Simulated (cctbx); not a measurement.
# Ca2MnS4 across an absorption edge

Space group I4/mmm (no. 139), a = 4.5670 Å, b = 4.5670 Å, c = 14.4680 Å, α = 90.00°, β = 90.00°, γ = 90.00°.

```csv
atom,mult.,x,y,z,Ueq (Å²)
Mn1,2,0,0,0,0.0229
Ca1,4,1/2,1/2,0.1455,0.0203
S1,4,1/2,1/2,0.3321,0.0221
S2,4,0,1/2,0,0.0289
```

The model was made for the exercise: a known structure type with other elements put in, its volume estimated, not relaxed; displacement parameters are assumed.

Calculated with cctbx: free-atom f′ and f″ from the Sasaki tables, no fine structure; amplitudes in electrons.

| E (eV) | F 1 0 1 | F 0 0 4 | F 1 0 3 | F 2 2 2 |
| --- | --- | --- | --- | --- |
| 5939 | 25.7 | 10.3 | 41.9 | 25.2 |
| 6289 | 23.9 | 8.4 | 40.7 | 23.7 |
| 6419 | 22.4 | 7.1 | 39.4 | 22.5 |
| 6479 | 20.9 | 5.8 | 38.1 | 21.2 |
| 6509 | 19.5 | 4.8 | 36.8 | 20.1 |
| 6524 | 18.1 | 4.0 | 35.4 | 18.8 |
| 6531 | 16.8 | 3.7 | 34.1 | 17.7 |
| 6535 | 15.4 | 3.8 | 32.7 | 16.6 |
| 6543 | 15.6 | 3.4 | 33.9 | 17.3 |
| 6547 | 17.2 | 3.1 | 35.4 | 18.6 |
| 6554 | 18.6 | 3.5 | 36.8 | 19.8 |
| 6569 | 20.1 | 4.4 | 38.2 | 21.0 |
| 6599 | 21.6 | 5.6 | 39.7 | 22.3 |
| 6689 | 23.6 | 7.4 | 41.7 | 24.0 |
| 6939 | 25.6 | 9.2 | 43.8 | 25.7 |

**Question.** Which edge is crossed, and why do the reflections move as they do?

The K edge of Mn. The edge is at 6539 eV. f′ of Mn falls from -3.7 e at 6419 eV to -7.3 e at 4 eV below it, and f″ steps from 0.46 to 3.95 e across it. Over that approach |F| changes by -31 % (1 0 1), -46 % (0 0 4), -17 % (1 0 3) and -26 % (2 2 2): a reflection falls where Mn scatters in phase with the total and rises where it scatters against it; it hardly moves where the Mn term is small or cancels by symmetry. Above the edge the larger f″ enters the imaginary part, where it can add to or cancel the other atoms' f″. The structure is centrosymmetric, so Friedel mates stay equal.

[Logs are printed without paths, hosts, clocks, repeated set-up lines and the standing remarks that a program may print on its own settings, such as how far it seeks lower states.]
